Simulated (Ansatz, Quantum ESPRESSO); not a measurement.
# Thickness dependence of 1T-PtS2, part 4 of 8

What does each added layer of 1T-PtS2 bring in screening, and what does it do to the gap?

Quantum ESPRESSO 7.5; plane-wave DFT, PBE, GBRV ultrasoft pseudopotentials; geometry by Ansatz 0.2.0 with PAW datasets.

So far. Step 6 (Potential by pp.x, 1 layer): The slope in the vacuum is 0.100 eV/Å for an applied 0.10 V/Å, as it should be. Step 7 (Band structure, 1 layer: no field): Along this path the valence top lies between K and Γ and the conduction bottom between Γ and M.

### 9. Geometry from Ansatz, 2 layers

Level of this step: plane-wave DFT, PBE-D3(BJ), Ansatz PAW (Ansatz 0.2.0).

System of this step: 1T-PtS2, 2 layers, AA stacking. The cell holds 6 atoms: 4 S and 2 Pt. Cell: a = 3.570 Å, b = 3.570 Å, c = 24.328 Å, α = 90.0°, β = 90.0°, γ = 120.0°. It derives from PtS2. Vacuum lies along c.

input.yaml

```yaml
crystal:
  lattice:
    - [3.57, 0.0, 0.0]
    - [-1.785, 3.0917106915, 0.0]
    - [0.0, 0.0, 24.3281727868]
  atoms:
    - { symbol: S, position: [0.6666666667, 0.3333333333, 0.349389166] }
    - { symbol: Pt, position: [0.0, 0.0, 0.3907832816] }
    - { symbol: S, position: [0.3333333333, 0.6666666667, 0.4321773972] }
    - { symbol: S, position: [0.6666666667, 0.3333333333, 0.5678226028] }
    - { symbol: Pt, position: [0.0, 0.0, 0.6092167184] }
    - { symbol: S, position: [0.3333333333, 0.6666666667, 0.650610834] }
kpoints:
  mp_grid: { grid: [12, 12, 1] }
hamiltonian:
  xc: pbe
  dispersion: d3bj
scf:
  occupations: { method: fermi_dirac, width: 0.05 }
  convergence: { dr2_threshold: 1.0e-08 }
efield:
  axis: 3
  dipole_correction: true
  ramp_position: 0.97
  ramp_width: 0.04
relax:
  f_tol: 0.01
  cell: { fix: [c, alpha, beta] }
output:
  write_potential: true
  write_density: true
  volumetric_format: npy
```

Command:

```sh
$ ansatz run input.yaml --threads 4 --pin off --max-ram 8192MiB --backend cpu --events-out ev --progress --plain --runs-dir out
```

Numbers of over 12 decimals in the logs are rounded to 6 here.

What it wrote:

```text
[...]
Crystal: 6 atoms, lattice volume = 268.520 Å³
Basis set: ecut = 420 eV, 5163 PW (Γ), exchange–correlation on 48×48×360 points (8 copies of the dense FFT grid, shifted against one another)
Bands: 36, of which v1, the nominal top of the filled ones, is band 30 counted from 1 (29 counted from 0)
Symmetry: 6 space group operations
k-points: 19 of 144 (time reversal used)
[...]
SCF iter   1: F=—  HF=-28657.149150 eV  |F-HF|=—  |Δ(HF+E_count)|=         —  Δρ=2.94e-3  dr2=4.76e-2  ethr=1.77e-3  p=-0.000 e·Å  D=-4.92e-5 V/Å  ΔV_dip=0.00 eV  dr2_dipole=3.24e-7  V_vac-E_F(+/−)=5.37/5.37 eV  ⟨swp⟩=10.4  Hψ=3750  notcnv=0
[...]
SCF iter  10: F=-28657.135996 eV  HF=-28657.135996 eV  |F-HF|=6.66e-10  |Δ(HF+E_count)|=   4.70e-9  Δρ=3.96e-7  dr2=5.50e-10  ethr=1.67e-11  p=0.000 e·Å  D=9.67e-7 V/Å  ΔV_dip=-0.00 eV  dr2_dipole=2.14e-12  V_vac-E_F(+/−)=5.13/5.13 eV  ⟨swp⟩=8.3  Hψ=5238  notcnv=0
SCF 1 converged in 10 iterations: F = -28657.135996 eV  dr2 = 5.50e-10
[...]
relax step   1: F+E_penalty+E_count = -28657.13599565 eV  Δ(F+E_penalty+E_count) = +0.000e0 eV  max|allowed force component| = 3.131e0 eV/Å  Δτ_max = 0.0000 Å  P = +7.594 GPa  Ω = 268.520 Å³  fix = [c, alpha, beta]  reactions: c +6.846 GPa  (10 SCF iters, accepted)
Crystal: 6 atoms, lattice volume = 270.785 Å³
Basis set: ecut = 420 eV, 5211 PW (Γ), exchange–correlation on 48×48×360 points (8 copies of the dense FFT grid, shifted against one another)
[...]
SCF iter   1: F=—  HF=-28658.453059 eV  |F-HF|=—  |Δ(HF+E_count)|=         —  Δρ=1.04e-2  dr2=1.59e-1  ethr=2.27e-4  p=0.000 e·Å  D=5.24e-7 V/Å  ΔV_dip=-0.00 eV  dr2_dipole=1.41e-11  V_vac-E_F(+/−)=5.28/5.28 eV  ⟨swp⟩=1.8  Hψ=4013  notcnv=0
[...]
eigensolver tolerance schedule calibrated: the retry pair's looser diagonalisation under-reported the residual by θ = 0.14 (0.13/decade); ethr = c·dr2/N_el runs at the constant in force after the calibration composes with the one it found (an armed cap, an earlier calibration), c = 6.4e-2
[...]
SCF iter   2: F=—  HF=-28658.426541 eV  |F-HF|=—  |Δ(HF+E_count)|=   2.65e-2  Δρ=5.68e-3  dr2=4.36e-2  ethr=1.68e-4  p=0.000 e·Å  D=2.53e-6 V/Å  ΔV_dip=-0.00 eV  dr2_dipole=6.42e-11  V_vac-E_F(+/−)=5.29/5.29 eV  ⟨swp⟩=2.0  Hψ=1170  notcnv=0
[...]
SCF iter  11: F=-28658.422034 eV  HF=-28658.422034 eV  |F-HF|=2.47e-9  |Δ(HF+E_count)|=  4.15e-10  Δρ=3.78e-7  dr2=2.03e-9  ethr=1.06e-11  p=0.000 e·Å  D=2.44e-6 V/Å  ΔV_dip=-0.00 eV  dr2_dipole=7.41e-10  V_vac-E_F(+/−)=5.28/5.28 eV  ⟨swp⟩=8.0  Hψ=4067  notcnv=0
SCF 2 converged in 11 iterations: F = -28658.422034 eV  dr2 = 2.03e-9
relax step   2: F+E_penalty+E_count = -28658.42203406 eV  Δ(F+E_penalty+E_count) = -1.286e0 eV  max|allowed force component| = 4.480e-1 eV/Å  Δτ_max = 0.1951 Å  P = +0.185 GPa  Ω = 270.785 Å³  energy of the carried Pulay correction = -2.091e-4 eV  fix = [c, alpha, beta]  reactions: c +0.728 GPa  (11 SCF iters, accepted)
Crystal: 6 atoms, lattice volume = 263.827 Å³
Basis set: ecut = 420 eV, 5091 PW (Γ), exchange–correlation on 48×48×360 points (8 copies of the dense FFT grid, shifted against one another)
[...]
SCF iter  11: F=-28658.497574 eV  HF=-28658.497574 eV  |F-HF|=1.47e-9  |Δ(HF+E_count)|=  7.39e-10  Δρ=3.78e-7  dr2=1.53e-9  ethr=1.67e-11  p=0.000 e·Å  D=1.04e-6 V/Å  ΔV_dip=-0.00 eV  dr2_dipole=4.78e-10  V_vac-E_F(+/−)=5.18/5.18 eV  ⟨swp⟩=9.1  Hψ=4608  notcnv=0
SCF 3 converged in 11 iterations: F = -28658.497574 eV  dr2 = 1.53e-9
[...]
relax step   3: F+E_penalty+E_count = -28658.49757385 eV  Δ(F+E_penalty+E_count) = -7.554e-2 eV  max|allowed force component| = 1.563e-1 eV/Å  Δτ_max = 0.1919 Å  P = +0.065 GPa  Ω = 263.827 Å³  energy of the carried Pulay correction = +4.390e-4 eV  fix = [c, alpha, beta]  reactions: c -0.331 GPa  (11 SCF iters, accepted)
[...]
relax step   4: F+E_penalty+E_count = -28658.51002828 eV  Δ(F+E_penalty+E_count) = -1.245e-2 eV  max|allowed force component| = 1.046e-1 eV/Å  Δτ_max = 0.1336 Å  P = +0.100 GPa  Ω = 265.781 Å³  energy of the carried Pulay correction = +2.552e-4 eV  fix = [c, alpha, beta]  reactions: c -0.059 GPa  (10 SCF iters, accepted)
[...]
relax step   5: F+E_penalty+E_count = -28658.51159017 eV  Δ(F+E_penalty+E_count) = -1.562e-3 eV  max|allowed force component| = 2.276e-2 eV/Å  Δτ_max = 0.0157 Å  P = -0.006 GPa  Ω = 267.302 Å³  energy of the carried Pulay correction = +1.132e-4 eV  fix = [c, alpha, beta]  reactions: c +0.025 GPa  (8 SCF iters, accepted)
[...]
relax step   6: F+E_penalty+E_count = -28658.51173726 eV  Δ(F+E_penalty+E_count) = -1.471e-4 eV  max|allowed force component| = 4.184e-3 eV/Å  Δτ_max = 0.0047 Å  P = -0.007 GPa  Ω = 267.065 Å³  energy of the carried Pulay correction = +1.353e-4 eV  fix = [c, alpha, beta]  reactions: c -0.006 GPa  (8 SCF iters, accepted)
[...]
SCF iter   3: F=-28658.511622 eV  HF=-28658.511622 eV  |F-HF|=3.26e-9  |Δ(HF+E_count)|=   2.04e-9  Δρ=1.35e-6  dr2=3.45e-9  ethr=1.20e-11  p=-0.000 e·Å  D=-1.38e-6 V/Å  ΔV_dip=0.00 eV  dr2_dipole=1.09e-9  V_vac-E_F(+/−)=5.14/5.14 eV  ⟨swp⟩=6.0  Hψ=4404  notcnv=0
SCF 7 converged in 3 iterations: F = -28658.511622 eV  dr2 = 3.45e-9
relax step   7: F+E_penalty+E_count = -28658.51162186 eV  Δ(F+E_penalty+E_count) = +1.154e-4 eV  max|allowed force component| = 4.174e-3 eV/Å  Δτ_max = 0.0000 Å  P = -0.009 GPa  Ω = 267.065 Å³  fix = [c, alpha, beta]  reactions: c -0.008 GPa  stress off target by 9.00e-3 GPa on what of the cell is left free  SCF on the basis re-selected at this cell (its energy is not comparable with the rows above)  (3 SCF iters)
basis re-selected at this cell: Δ(F+E_penalty+E_count) = +1.154e-4 eV, ΔP = -0.002 GPa vs the last step (what re-selecting the basis moved, of the pressure what is left beyond the Pulay correction that the steps carried, after the strain that the cell walked since its last selection, with what the two solves' SCF thresholds leave and, on support functions, any second-order correction that the steps lacked; it is no m [...]
SCF converged after 3 iterations
Free energy (F): -28658.511622 eV
[...]
Internal energy: -28658.511576 eV  (E = F + TS)
E sigma→0 (E₀):  -28658.511599 eV
Entropy (-TS):   -0.000046 eV (-0.008 meV/atom)
Fermi energy:    1.638037 eV
Dipole field:    D = 0.000037 V/Å  (p = 0.000055 e·Å, saw-weighted, corrected)
Work function:   Φ+ = 5.1351 eV   Φ− = 5.1360 eV
[...]
--- Forces (eV/Å), atoms counted from 1 ---
  atom   1  S      0.00000000    -0.00000000    -0.00151071
  atom   2  Pt    -0.00000000     0.00000000     0.00417478
  atom   3  S     -0.00000000     0.00000000    -0.00216648
  atom   4  S      0.00000000    -0.00000000     0.00216826
  atom   5  Pt     0.00000000    -0.00000000    -0.00416621
  atom   6  S     -0.00000000     0.00000000     0.00150560
  max |Σ_I F_I| component: 5.25e-6 eV/Å
--- Stress (GPa, compression-positive) ---
       -0.009000       0.000000      -0.000000
        0.000000      -0.009000       0.000000
       -0.000000       0.000000      -0.008363
  P = ⅓ Tr σ = -0.0088 GPa (-0.088 kbar)
--- Band table (eV; the first three rows and the last of 19) ---
  k-point 0: bands = [... 26 lower, -0.0878, 0.1499, 0.1499, 0.9962, 3.3177, 3.3177, 3.7973, 3.7973, ... 2 higher]
  k-point 1: bands = [... 26 lower, 0.0255, 0.1938, 0.2452, 1.2182, 2.9453, 3.1842, 3.3813, 3.7038, ... 2 higher]
  k-point 2: bands = [... 26 lower, 0.0941, 0.2284, 0.2937, 1.0797, 2.5523, 2.6867, 2.9454, 3.5159, ... 2 higher]
  k-point 18: bands = [... 26 lower, -0.5812, -0.5812, -0.2140, -0.2140, 2.2184, 2.2184, 3.1344, 3.1344, ... 2 higher]
--- Relaxed structure (6 steps of the walk, 6 accepted, 1 SCFs on fresh bases) ---
[...]
cell:  # Å, volume = 267.0648 Å³
    - [3.560313, 0.0, 0]
    - [-1.780157, 3.083322, 0]
    - [0, 0, 24.3281727868]
  atoms:
    - { symbol: S, position: [0.666667, 0.333333, 0.351450] }
    - { symbol: Pt, position: [0, 0, 0.402474] }
    - { symbol: S, position: [0.333333, 0.666667, 0.452209] }
    - { symbol: S, position: [0.666667, 0.333333, 0.547791] }
    - { symbol: Pt, position: [0, 0, 0.597526] }
    - { symbol: S, position: [0.333333, 0.666667, 0.648550] }
```

The job ended after 15 s (4 threads of Intel Xeon 6975P-C (Granite Rapids), shared host; peak memory 0.76 GiB; 57 s of CPU time).

Relaxation path:

| step | energy less that of the first step (eV) | largest force component (eV/Å) | pressure (GPa) | volume (Å³) |
| --- | --- | --- | --- | --- |
| 1 | 0.0000 | 3.1313 | 7.59 | 268.52 |
| 2 | -1.2860 | 0.4480 | 0.19 | 270.78 |
| 3 | -1.3616 | 0.1563 | 0.06 | 263.83 |
| 4 | -1.3740 | 0.1046 | 0.10 | 265.78 |
| 5 | -1.3756 | 0.0228 | -0.01 | 267.30 |
| 6 | -1.3757 | 0.0042 | -0.01 | 267.06 |
| 7* | -1.3756 | 0.0042 | -0.01 | 267.06 |

Relaxation steps marked * repeat the geometry before them on a plane-wave basis chosen anew for their cell, so energy and pressure can jump there.

| cell as run | before | after | change |
| --- | --- | --- | --- |
| a (Å) | 3.570 | 3.560 | -0.3 % |
| b (Å) | 3.570 | 3.560 | -0.3 % |

The atoms that moved most (Å, along periodic axes as changes of fractional coordinates times the final cell, across vacuum about the mean position):

| atom | dx | dy | dz | length |
| --- | --- | --- | --- | --- |
| S3 | 0.000 | 0.000 | 0.487 | 0.487 |
| S4 | 0.000 | 0.000 | -0.487 | 0.487 |
| Pt2 | 0.000 | 0.000 | 0.284 | 0.284 |
| Pt5 | 0.000 | 0.000 | -0.284 | 0.284 |
| S6 | 0.000 | 0.000 | -0.050 | 0.050 |
| S1 | 0.000 | 0.000 | 0.050 | 0.050 |

The relaxed structure:

```xyz
6
Lattice="3.5603 0.0000 0.0000 -1.7802 3.0833 0.0000 0.0000 0.0000 24.3282" Properties=species:S:1:pos:R:3
S     1.7802    1.0278    8.5501
Pt    0.0000    0.0000    9.7914
S     0.0000    2.0555   11.0014
S     1.7802    1.0278   13.3268
Pt    0.0000    0.0000   14.5367
S     0.0000    2.0555   15.7780
```

This step gave:

| Item | Value |
| --- | --- |
| free energy | -28658.5116 eV |
| Fermi energy | 1.638 eV |
| gap by band count | 0.8019 eV |
| dipole along the normal | 5.46e-5 e·Å |
| vacuum level at the upper face over a Fermi level inside the gap | 5.135 eV |
| vacuum level at the lower face over a Fermi level inside the gap | 5.136 eV |

### 10. Ground state, 2 layers: no field

Level of this step: plane-wave DFT, PBE, GBRV ultrasoft pseudopotentials (Quantum ESPRESSO 7.5).

n2.f0.in

```
&control
  prefix = 'n2.f0'
  outdir = './out'
  pseudo_dir = './pseudo'
  calculation = 'scf'
  tprnfor = .true.
  tefield = .true.
  dipfield = .true.
/
&system
  ibrav = 0
  nat = 6
  ntyp = 2
  ecutwfc = 40
  ecutrho = 200
  occupations = 'smearing'
  smearing = 'fd'
  degauss = 0.004
  edir = 3
  emaxpos = 0.97
  eopreg = 0.04
  eamp = 0.0
  nbnd = 32
/
&electrons
  conv_thr = 1e-09
  mixing_beta = 0.4
  electron_maxstep = 120
  mixing_mode = 'plain'
/
ATOMIC_SPECIES
  S   32.0600  s_pbe_v1.4.uspp.F.UPF
  Pt  195.0840  pt_pbe_v1.4.uspp.F.UPF
CELL_PARAMETERS angstrom
  3.56031340393036 0.00000000000000 -0.00000000000000
  -1.78015670196518 3.08332185323794 0.00000000000000
  -0.00000000000000 0.00000000000000 24.32817278680000
ATOMIC_POSITIONS crystal
  S   0.666666666667 0.333333333333 0.351450382117
  Pt  -0.000000000000 -0.000000000000 0.402473601257
  S   0.333333333333 0.666666666667 0.452209079261
  S   0.666666666667 0.333333333333 0.547790932196
  Pt  0.000000000000 0.000000000000 0.597526400985
  S   0.333333333333 0.666666666667 0.648549604185
K_POINTS automatic
  12 12 1 0 0 0
```

Command:

```sh
$ OMP_NUM_THREADS=1 mpirun -n 4 pw.x -nk 4 -in n2.f0.in > n2.f0.out
```

What it wrote:

```text
[banner, memory and clock lines left out]
Program PWSCF v.7.5 starts
[...]
number of electrons       =        56.00
     number of Kohn-Sham states=           32
     kinetic-energy cutoff     =      40.0000  Ry
     charge density cutoff     =     200.0000  Ry
[...]
number of k points=    74  Fermi-Dirac smearing, width (Ry)=  0.0040
[...]
Dense  grid:    85947 G-vectors     FFT dimensions: (  32,  32, 216)
[...]
negative rho (up, down):  3.615E-01 0.000E+00
[...]
Starting wfcs are   40 randomized atomic wfcs
[...]
negative rho (up, down):  3.395E-01 0.000E+00
[...]
estimated scf accuracy    <       4.23215159 Ry
[...]
negative rho (up, down):  3.433E-01 0.000E+00
[...]
estimated scf accuracy    <       2.27242592 Ry
[...]
negative rho (up, down):  3.426E-01 0.000E+00
[...]
estimated scf accuracy    <       0.16200146 Ry
[...]
negative rho (up, down):  3.395E-01 0.000E+00
[...]
estimated scf accuracy    <       0.07809927 Ry
[...]
negative rho (up, down):  3.390E-01 0.000E+00
[...]
estimated scf accuracy    <       0.01581704 Ry
[...]
negative rho (up, down):  3.390E-01 0.000E+00
[...]
estimated scf accuracy    <       0.01798434 Ry
[...]
negative rho (up, down):  3.388E-01 0.000E+00
[...]
estimated scf accuracy    <       0.00487943 Ry
[...]
negative rho (up, down):  3.388E-01 0.000E+00
[...]
estimated scf accuracy    <       0.00035270 Ry
[...]
negative rho (up, down):  3.388E-01 0.000E+00
[...]
estimated scf accuracy    <       0.00014619 Ry
[...]
negative rho (up, down):  3.389E-01 0.000E+00
[...]
estimated scf accuracy    <       0.00003230 Ry
[...]
negative rho (up, down):  3.389E-01 0.000E+00
[...]
estimated scf accuracy    <       0.00000102 Ry
[...]
negative rho (up, down):  3.389E-01 0.000E+00
[...]
estimated scf accuracy    <       0.00000044 Ry
[...]
negative rho (up, down):  3.389E-01 0.000E+00
[...]
estimated scf accuracy    <       0.00000002 Ry
[...]
negative rho (up, down):  3.389E-01 0.000E+00
[...]
estimated scf accuracy    <       0.00000001 Ry
[...]
negative rho (up, down):  3.389E-01 0.000E+00
[...]
Total length         44.1346 bohr
[...]
estimated scf accuracy    <          3.1E-09 Ry
[...]
negative rho (up, down):  3.389E-01 0.000E+00
[...]
Computed dipole along edir(3) :
        Dipole               -0.0000 Ry au,         -0.0001 Debye
        Dipole field         -0.0000 Ry au,
        Potential amp.        0.0000 Ry
        Total length         44.1346 bohr
[...]
the Fermi energy is     1.5441 ev
!    total energy              =    -517.93454552 Ry
     estimated scf accuracy    <          4.1E-10 Ry
     smearing contrib. (-TS)   =      -0.00000698 Ry
     internal energy E=F+TS    =    -517.93453854 Ry
[...]
one-electron contribution =   -3273.06799457 Ry
     hartree contribution      =    1646.94301581 Ry
     xc contribution           =    -147.50616387 Ry
     ewald contribution        =    1255.69660409 Ry
     electric field correction =       0.00000000 Ry
     convergence has been achieved in  16 iterations
     negative rho (up, down):  3.389E-01 0.000E+00
[...]
Total force =     0.009041     Total SCF correction =     0.000115
[...]
```

It took 86 s on 4 MPI ranks; peak memory 0.91 GiB.

Read from the output:

* free energy: -7046.8585 eV
* Fermi energy: 1.544 eV
* dipole along the normal: -2.08e-5 e·Å
* valence top, on the run's zero: 1.145 eV
* conduction bottom, on the run's zero: 1.946 eV
* gap by band count: 0.8011 eV

### 11. Electrostatic potential, 2 layers

n2.f0.pot.in

```
&inputpp
  prefix = 'n2.f0'
  outdir = './out'
  filplot = 'n2.f0.pot.dat'
  plot_num = 11
/
```

Command:

```sh
$ OMP_NUM_THREADS=1 mpirun -n 4 pp.x -in n2.f0.pot.in > n2.f0.pot.out
```

Wall time 1.3 s (4 MPI ranks); peak memory 0.11 GiB.

This step gave:

```
slope of the potential above                                          : 3.04e-5 eV/Å
upper vacuum line continued to the top atoms, over the valence top    : 5.538 eV
slope of the potential below                                          : -2.55e-5 eV/Å
lower vacuum line continued to the bottom atoms, over the valence top : 5.538 eV
vacuum level at the upper face over the valence top of the mesh       : 5.539 eV
vacuum level at the lower face over the valence top of the mesh       : 5.538 eV
```

### 12. Ground state, 2 layers: field 0.1 V/Å

n2.f1.in is the input of step 10 with these lines changed:

```diff
@@ -1,3 +1,3 @@
 &control
-  prefix = 'n2.f0'
+  prefix = 'n2.f1'
   outdir = './out'
@@ -21,3 +21,3 @@
   eopreg = 0.04
-  eamp = 0.0
+  eamp = 0.00194469
   nbnd = 32
@@ -29,2 +29,3 @@
   mixing_mode = 'plain'
+  startingpot = 'file'
 /
```

Command:

```sh
$ cp -r out/n2.f0.save out/n2.f1.save
$ OMP_NUM_THREADS=1 mpirun -n 4 pw.x -nk 4 -in n2.f1.in > n2.f1.out
```

What it wrote:

```text
[banner, memory and clock lines left out]
Program PWSCF v.7.5 starts
[...]
number of electrons       =        56.00
     number of Kohn-Sham states=           32
     kinetic-energy cutoff     =      40.0000  Ry
     charge density cutoff     =     200.0000  Ry
[...]
number of k points=    74  Fermi-Dirac smearing, width (Ry)=  0.0040
[...]
Dense  grid:    85947 G-vectors     FFT dimensions: (  32,  32, 216)
[...]
The initial density is read from file :
[...]
negative rho (up, down):  3.389E-01 0.000E+00
[...]
Starting wfcs are   40 randomized atomic wfcs
[...]
negative rho (up, down):  3.390E-01 0.000E+00
[...]
estimated scf accuracy    <       0.04011271 Ry
[...]
negative rho (up, down):  3.391E-01 0.000E+00
[...]
estimated scf accuracy    <       4.12824161 Ry
[...]
negative rho (up, down):  3.390E-01 0.000E+00
[...]
estimated scf accuracy    <       0.00750832 Ry
[...]
negative rho (up, down):  3.390E-01 0.000E+00
[...]
estimated scf accuracy    <       0.00377582 Ry
[...]
negative rho (up, down):  3.390E-01 0.000E+00
[...]
estimated scf accuracy    <       0.00287906 Ry
[...]
negative rho (up, down):  3.390E-01 0.000E+00
[...]
estimated scf accuracy    <       0.00211116 Ry
[...]
negative rho (up, down):  3.390E-01 0.000E+00
[...]
estimated scf accuracy    <       0.00073962 Ry
[...]
negative rho (up, down):  3.390E-01 0.000E+00
[...]
estimated scf accuracy    <       0.00035673 Ry
[...]
negative rho (up, down):  3.389E-01 0.000E+00
[...]
estimated scf accuracy    <       0.00010271 Ry
[...]
negative rho (up, down):  3.389E-01 0.000E+00
[...]
estimated scf accuracy    <       0.00002733 Ry
[...]
negative rho (up, down):  3.389E-01 0.000E+00
[...]
estimated scf accuracy    <       0.00000114 Ry
[...]
negative rho (up, down):  3.389E-01 0.000E+00
[...]
estimated scf accuracy    <       0.00000010 Ry
[...]
negative rho (up, down):  3.389E-01 0.000E+00
[...]
estimated scf accuracy    <       0.00000001 Ry
[...]
negative rho (up, down):  3.389E-01 0.000E+00
[...]
estimated scf accuracy    <       0.00000002 Ry
[...]
negative rho (up, down):  3.389E-01 0.000E+00
[...]
Computed dipole along edir(3) :
        Dipole                0.1021 Ry au,          0.2595 Debye
        Dipole field          0.0007 Ry au,
        E field amplitude [Ha a.u.]:  1.9447E-03
        Potential amp.        0.1088 Ry
        Total length         44.1346 bohr
[...]
the Fermi energy is     1.5590 ev
!    total energy              =    -517.93474404 Ry
     estimated scf accuracy    <          6.1E-10 Ry
     smearing contrib. (-TS)   =      -0.00000701 Ry
     internal energy E=F+TS    =    -517.93473703 Ry
[...]
one-electron contribution =   -3273.06596862 Ry
     hartree contribution      =    1646.94110035 Ry
     xc contribution           =    -147.50614842 Ry
     ewald contribution        =    1255.69660409 Ry
     electric field correction =      -0.00032443 Ry
     convergence has been achieved in  15 iterations
     negative rho (up, down):  3.389E-01 0.000E+00
[...]
Total force =     0.009041     Total SCF correction =     0.000078
[...]
```

It took 85 s on 4 MPI ranks; peak memory 0.9 GiB.

Read from the output:

- free energy: -7046.8612 eV
- Fermi energy: 1.559 eV
- dipole along the normal: 0.05403 e·Å
- valence top, on the run's zero: 1.160 eV
- conduction bottom, on the run's zero: 1.961 eV
- gap by band count: 0.8007 eV

### 13. Potential by pp.x, 2 layers

n2.f1.pot.in

```
&inputpp
  prefix = 'n2.f1'
  outdir = './out'
  filplot = 'n2.f1.pot.dat'
  plot_num = 11
/
```

Command:

```sh
$ OMP_NUM_THREADS=1 mpirun -n 4 pp.x -in n2.f1.pot.in > n2.f1.pot.out
```

Elapsed: 1.3 s, on 4 MPI ranks; peak memory 0.11 GiB.

Read from the output:

```
slope of the potential above                                          : 0.1000 eV/Å
upper vacuum line continued to the top atoms, over the valence top    : 5.455 eV
slope of the potential below                                          : 0.09997 eV/Å
lower vacuum line continued to the bottom atoms, over the valence top : 5.623 eV
```

The slope in the vacuum is 0.100 eV/Å for an applied 0.10 V/Å, as it should be.

[end of part 4 of 8]

[Logs are printed without paths, hosts, clocks, repeated set-up lines and the standing remarks that a program may print on its own settings, such as how far it seeks lower states.]

[Hosts, paths, dates, database ids (printed as entryN), source tags and the programs' standing remarks are cut or masked in the printed files.]

[Maps of the electrostatic potential energy from Ansatz leave out the sawtooth potential of an applied field or a dipole correction, so their vacuum need not be flat; planar profiles and work functions include it.]
